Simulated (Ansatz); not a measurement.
# How fast states decay through KNa2YF6, part 2 of 2

Wanted: the relaxed cell of KNa2YF6, its band edges and its decay constants. It is built by putting K for Tl, Na for Rb in the Rb2YTlF6 structure of space group Fm-3m, with the volume rescaled by atomic radii. The parent structure comes from the Materials Project.

Ansatz 0.2.0; PBE DFT, plane waves, PAW files (the session's first sound run).

So far, gap on path (eV): step 3 (the bulk crystal and its band edges) 4.77.

The structure was built from a prototype and need not be the compound's stable phase.

## 4. Decaying states in the gap

This step: PBE DFT, plane waves, PAW files; complex bands by layer matching along the plane's normal (Ansatz 0.2.0).

The same crystal is laid in a cell whose first two vectors span the (111) plane (indices of the standard conventional cell, whose axes can be ordered otherwise than in the bulk input). At fixed energy and wavevector in the plane the solver finds all kz, real and complex. A few wavevectors are listed, (0, 0) and (0.5, 0) in units of the plane's reciprocal vectors; the slowest state needn't be among them.

input.yaml reads:

```yaml
crystal:
  lattice:
    - [6.593164994, 0.0, 0.0]
    - [3.296582497, 5.709848376, 0.0]
    - [3.296582497, 1.903282792, 5.383296675]
  atoms:
    - { symbol: Na, position: [0.25, 0.25, 0.25] }
    - { symbol: Na, position: [0.75, 0.75, 0.75] }
    - { symbol: "Y", position: [0.0, 0.0, 0.0] }
    - { symbol: K, position: [0.5, 0.5, 0.5] }
    - { symbol: F, position: [0.7679960395, 0.7679960395, 0.2320039605] }
    - { symbol: F, position: [0.7679960395, 0.2320039605, 0.2320039605] }
    - { symbol: F, position: [0.2320039605, 0.2320039605, 0.7679960395] }
    - { symbol: F, position: [0.2320039605, 0.7679960395, 0.2320039605] }
    - { symbol: F, position: [0.7679960395, 0.2320039605, 0.7679960395] }
    - { symbol: F, position: [0.2320039605, 0.7679960395, 0.7679960395] }
kpoints:
  mp_grid: { grid: [4, 4, 4] }
scf:
  occupations: { method: fixed }
hamiltonian:
  xc: pbe
output:
  eigenvalues: true
  transmission:
    leads: [[0, 0]]
    kpoints: [[0.0, 0.0], [0.5, 0.0]]
    e_range: [-1.0, 5.77]
    de: 0.17
```

On the command line:

```
$ ansatz run input.yaml --threads 2 --pin off --max-ram 4096MiB --backend cpu --events-out ev --progress --plain --runs-dir out
```

Numbers of over 12 decimals in the logs are rounded to 6 here.

The log of the run:

```text
[...]
Crystal: 10 atoms, lattice volume = 202.659 Å³
Basis set: ecut = 420 eV, 3839 PW (Γ)
Bands: 50, of which v1, the nominal top of the filled ones, is band 40 counted from 1 (39 counted from 0)
Symmetry: 48 space group operations
[...]
k-points: 8 of 64
[...]
SCF iter   1: F=—  HF=-13223.577194 eV  |F-HF|=—  |Δ(HF+E_count)|=         —  Δρ=6.08e-4  dr2=6.45e-4  ethr=1.77e-3  ⟨swp⟩=4.1  Hψ=1429  notcnv=0  defer=61
[...]
SCF iter   6: F=-13223.577827 eV  HF=-13223.577827 eV  |F-HF|=8.73e-9  |Δ(HF+E_count)|=   2.53e-7  Δρ=1.67e-6  dr2=4.98e-9  ethr=1.25e-10  ⟨swp⟩=9.8  Hψ=1352  notcnv=0
SCF 1 converged in 6 iterations: F = -13223.577827 eV  dr2 = 4.98e-9
[...]
transmission: 9 of 18 steps passed
transmission: 18 of 18 steps passed
SCF converged after 6 iterations
Free energy (F): -13223.577827 eV
[...]
Internal energy: -13223.577827 eV  (E = F + TS)
E sigma→0 (E₀):  -13223.577827 eV
Fermi energy:    -0.421344 eV
[...]
--- Band table (eV; the first three rows and the last of 8) ---
  k-point 0: bands = [... 36 lower, -0.4950, -0.4213, -0.4213, -0.4213, 4.3451, 7.2385, 8.2998, 8.2998, ... 6 higher]
  k-point 1: bands = [... 36 lower, -0.6072, -0.4773, -0.4773, -0.4593, 4.8112, 6.9616, 8.3244, 8.3244, ... 6 higher]
  k-point 2: bands = [... 36 lower, -0.6935, -0.5519, -0.5519, -0.5103, 5.8754, 5.9829, 8.2403, 8.3462, ... 6 higher]
  k-point 7: bands = [... 36 lower, -0.5500, -0.5500, -0.5172, -0.5172, 6.4029, 6.4029, 7.5751, 7.6968, ... 6 higher]
--- Transmission ---
  basis      : 337 plane waves across, 9 finite elements along
  points     : 2, as listed
  energies   : 40 from -1.000000 to 5.630000 eV about the Fermi level, 0.170000 eV apart; the leads are filled to 2.383246 eV, and channels, transmission and decay are at 2.400000 eV
  crystal 0  : Na2F6Y1K1, at the sites [0, 0], period 5.3833 Å: whole cells are its period
    offset         : up to 0.0000 Å between an atom of the period and one for which it stands
    channels       : 0.000000e0 a spin
    conductance    : none, the energies end too early or step too widely for 300 K: set another output.transmission.e_range or a lower de, or, where they end at an eighth of basis.ecutwfc, a higher one
    slowest decay  : 0.5180 /Å at (0.0000, 0.0000)
```

Elapsed: 34 s, on 2 threads of AMD EPYC 9R45, shared host; peak memory 1.2 GiB; 55 s of CPU time.

Numbers from this step:

| Quantity | Value |
| --- | --- |
| level to which the leads are filled | 2.383 eV from the Fermi level |
| decay constant at the filling level, zone centre | 0.5180 Å⁻¹ |
| decay constant at the filling level, slowest listed point | 0.518 Å⁻¹ |

K parallel (0, 0); values up to 1.5 1/Å, a degenerate pair printed once or twice; energies at which all values exceed this have no row. Im kz of the slowest decaying states against energy, zero at the highest filled level on the SCF mesh:

```tsv
energy (eV)	decay 1 (Å⁻¹)	decay 2 (Å⁻¹)	decay 3 (Å⁻¹)	decay 4 (Å⁻¹)
-1.00	0.183	0.210	0.252	0.688
-0.66	0.122	0.259	0.280	0.689
-0.32	0.165	0.185	0.426	0.966
0.02	0.174	0.188	0.204	0.228
0.36	0.368	0.466	0.580	0.619
0.70	0.450	0.579	0.720	0.731
1.04	0.496	0.657	0.792	0.801
1.38	0.520	0.715	0.846	0.862
1.72	0.530	0.761	0.899	0.909
2.06	0.529	0.798	0.944	0.947
2.40	0.518	0.828	0.958	0.978
2.57	0.509	0.840	0.964	0.992
2.91	0.486	0.863	0.953	0.991
3.25	0.454	0.881	0.928	1.02
3.59	0.412	0.896	0.907	1.02
3.93	0.357	0.886	0.908	1.00
4.27	0.282	0.864	0.917	0.988
4.61	0.162	0.840	0.923	0.971
4.95	0.815	0.927	0.953	1.09
5.29	0.788	0.929	0.934	1.10
5.63	0.758	0.914	0.927	1.09
```

K parallel (0.5, 0); values up to 1.5 1/Å, a degenerate pair printed once or twice; energies at which all values exceed this have no row. Im kz of the slowest decaying states against energy, zero at the highest filled level on the SCF mesh:

```tsv
energy (eV)	decay 1 (Å⁻¹)	decay 2 (Å⁻¹)	decay 3 (Å⁻¹)	decay 4 (Å⁻¹)
-1.00	0.159	0.173	0.226	0.518
-0.49	0.112	0.136	0.165	0.174
0.02	0.206	0.223	0.260	0.307
0.36	0.409	0.492	0.507	0.584
0.87	0.552	0.650	0.662	0.685
1.38	0.644	0.750	0.754	0.759
1.89	0.712	0.820	0.823	0.827
2.40	0.771	0.854	0.873	0.878
2.74	0.809	0.844	0.902	0.907
3.25	0.803	0.860	0.936	0.950
3.76	0.738	0.891	0.963	0.996
4.27	0.662	0.898	0.987	1.03
4.61	0.605	0.894	1.01	1.04
5.12	0.508	0.873	0.995	1.04
5.63	0.379	0.834	0.967	1.03
```

At the listed wavevectors the last open channel is at -0.15 eV and the next at +4.78 eV on the grid. At +2.40 eV, the grid energy nearest the filling level (the middle of the gap on the SCF mesh), the slowest state at the listed wavevectors decays with κ = 0.518 Å⁻¹, its amplitude falling by e over 1.9 Å. Through 1 nm of this crystal that state's transmission falls by exp(−2 × 0.518 Å⁻¹ × 10 Å) = 3.2e-5.

## 5. A check of the settings

This step: PBE DFT, plane waves, PAW files; complex bands by layer matching along the plane's normal; changed: scf.lower_state_search = "light", scf.mixing.preconditioner = "resta", accuracy = "high" (Ansatz 0.2.0).

This run repeats an earlier one, its twin (the complex run, plane (111)), with three settings changed (scf.lower_state_search, scf.mixing.preconditioner, accuracy; files written aside). It is meant to test how the run responds and whether the numerical route changes the result or only the time.

input.yaml: that of step 4 with these lines changed.

```diff
@@ -20,2 +20,4 @@
   occupations: { method: fixed }
+  lower_state_search: light
+  mixing: { preconditioner: resta }
 hamiltonian:
@@ -29 +31,2 @@
     de: 0.17
+accuracy: high
```

The log of the run:

```text
[...]
Crystal: 10 atoms, lattice volume = 202.659 Å³
Basis set: ecut = 420 eV, 3839 PW (Γ)
Bands: 50, of which v1, the nominal top of the filled ones, is band 40 counted from 1 (39 counted from 0)
Symmetry: 48 space group operations
[...]
k-points: 8 of 64
[...]
SCF iter   1: F=—  HF=-13223.577362 eV  |F-HF|=—  |Δ(HF+E_count)|=         —  Δρ=6.07e-4  dr2=6.42e-4  ethr=1.77e-3  ⟨swp⟩=4.1  Hψ=1429  notcnv=0  defer=61
[...]
SCF iter   6: F=-13223.577995 eV  HF=-13223.577995 eV  |F-HF|=8.79e-9  |Δ(HF+E_count)|=   2.54e-7  Δρ=1.67e-6  dr2=5.00e-9  ethr=1.25e-10  ⟨swp⟩=9.6  Hψ=1351  notcnv=0
SCF 1 converged in 6 iterations: F = -13223.577995 eV  dr2 = 5.00e-9
[...]
transmission: 9 of 18 steps passed
transmission: 18 of 18 steps passed
SCF converged after 6 iterations
Free energy (F): -13223.577995 eV
[...]
Internal energy: -13223.577995 eV  (E = F + TS)
E sigma→0 (E₀):  -13223.577995 eV
Fermi energy:    -0.421375 eV
[...]
--- Band table (eV; the first three rows and the last of 8) ---
  k-point 0: bands = [... 36 lower, -0.4950, -0.4214, -0.4214, -0.4214, 4.3450, 7.2384, 8.2998, 8.2998, ... 6 higher]
  k-point 1: bands = [... 36 lower, -0.6072, -0.4774, -0.4774, -0.4593, 4.8111, 6.9615, 8.3245, 8.3245, ... 6 higher]
  k-point 2: bands = [... 36 lower, -0.6935, -0.5519, -0.5519, -0.5103, 5.8753, 5.9828, 8.2403, 8.3462, ... 6 higher]
  k-point 7: bands = [... 36 lower, -0.5501, -0.5501, -0.5173, -0.5173, 6.4028, 6.4028, 7.5750, 7.6967, ... 6 higher]
--- Transmission ---
  basis      : 337 plane waves across, 9 finite elements along
  points     : 2, as listed
[...]
crystal 0  : Na2F6Y1K1, at the sites [0, 0], period 5.3833 Å: whole cells are its period
[...]
channels       : 0.000000e0 a spin
[...]
slowest decay  : 0.5180 /Å at (0.0000, 0.0000)
```

The job ended after 35 s (2 threads; peak memory 1.2 GiB; 57 s of CPU time).

This step gave:

| Property | Result |
| --- | --- |
| free energy | -13223.5780 eV |
| Fermi energy | -0.4214 eV |

K parallel (0, 0); values up to 1.5 1/Å, a degenerate pair printed once or twice; energies at which all values exceed this have no row. The Im kz of the slowest decaying states by energy, zero at the highest filled level on the SCF mesh:

```tsv
energy (eV)	decay 1 (Å⁻¹)	decay 2 (Å⁻¹)	decay 3 (Å⁻¹)	decay 4 (Å⁻¹)
-1.00	0.183	0.210	0.252	0.688
-0.49	0.167	0.212	0.304	0.492
0.02	0.174	0.188	0.204	0.228
0.36	0.368	0.466	0.580	0.619
0.87	0.476	0.621	0.762	0.764
1.38	0.520	0.715	0.846	0.862
1.89	0.531	0.780	0.929	0.937
2.40	0.518	0.828	0.958	0.979
2.74	0.499	0.852	0.968	1.00
3.25	0.454	0.881	0.928	1.02
3.76	0.386	0.897	0.902	1.01
4.27	0.282	0.864	0.917	0.988
4.61	0.162	0.840	0.923	0.971
5.12	0.801	0.929	0.943	1.10
5.63	0.758	0.914	0.927	1.09
```

K parallel (0.5, 0); values up to 1.5 1/Å, a degenerate pair printed once or twice; energies at which all values exceed this have no row. Im kz of the slowest decaying states against energy, zero at the highest filled level on the SCF mesh:

```tsv
energy (eV)	decay 1 (Å⁻¹)	decay 2 (Å⁻¹)	decay 3 (Å⁻¹)	decay 4 (Å⁻¹)
-1.00	0.159	0.173	0.226	0.518
-0.66	0.135	0.142	0.228	0.229
-0.49	0.112	0.136	0.165	0.174
-0.15	0.125	0.347	0.363	0.480
0.02	0.206	0.223	0.260	0.307
0.36	0.409	0.492	0.507	0.584
0.53	0.466	0.555	0.569	0.622
0.87	0.552	0.650	0.662	0.685
1.04	0.586	0.688	0.699	0.711
1.38	0.644	0.750	0.754	0.759
1.72	0.691	0.795	0.799	0.807
1.89	0.712	0.820	0.823	0.827
2.23	0.752	0.854	0.857	0.863
2.40	0.771	0.854	0.873	0.878
2.74	0.809	0.844	0.902	0.907
2.91	0.827	0.834	0.914	0.920
3.25	0.803	0.860	0.936	0.950
3.59	0.762	0.884	0.955	0.982
3.76	0.738	0.891	0.963	0.996
4.10	0.688	0.898	0.979	1.02
4.27	0.662	0.898	0.987	1.03
4.61	0.605	0.894	1.01	1.04
4.78	0.575	0.889	1.01	1.04
5.12	0.508	0.873	0.995	1.04
5.29	0.470	0.862	0.987	1.04
5.63	0.379	0.834	0.967	1.03
```

The least decay constant is 0.518 Å⁻¹ against 0.518 Å⁻¹ in the twin: no change within 1 %.

## 6. What came out

```json
{
 "band gap": "4.77 eV",
 "least decay constant at mid-gap, normal to (111)": "0.518 Å⁻¹"
}
```

**Reading.** With PBE, the slowest decay at the wavevectors tried is κ = 0.518 Å⁻¹, normal to (111). Through such a film the transmission near mid-gap falls as exp(−2κd), a factor of ten every 2.2 Å. A free electron under a barrier of half the gap would need a mass of 0.43 mₑ to decay at this rate. The compound is made up by substitution; its stability against other phases and against distortions of the cell's symmetry was not tested. A semilocal functional narrows gaps, so real decay constants are likely larger.

[Logs are printed without paths, hosts, clocks, repeated set-up lines and the standing remarks that a program may print on its own settings, such as how far it seeks lower states.]

[Hosts, paths, dates, database ids (printed as entryN), source tags and the programs' standing remarks are cut or masked in the printed files.]
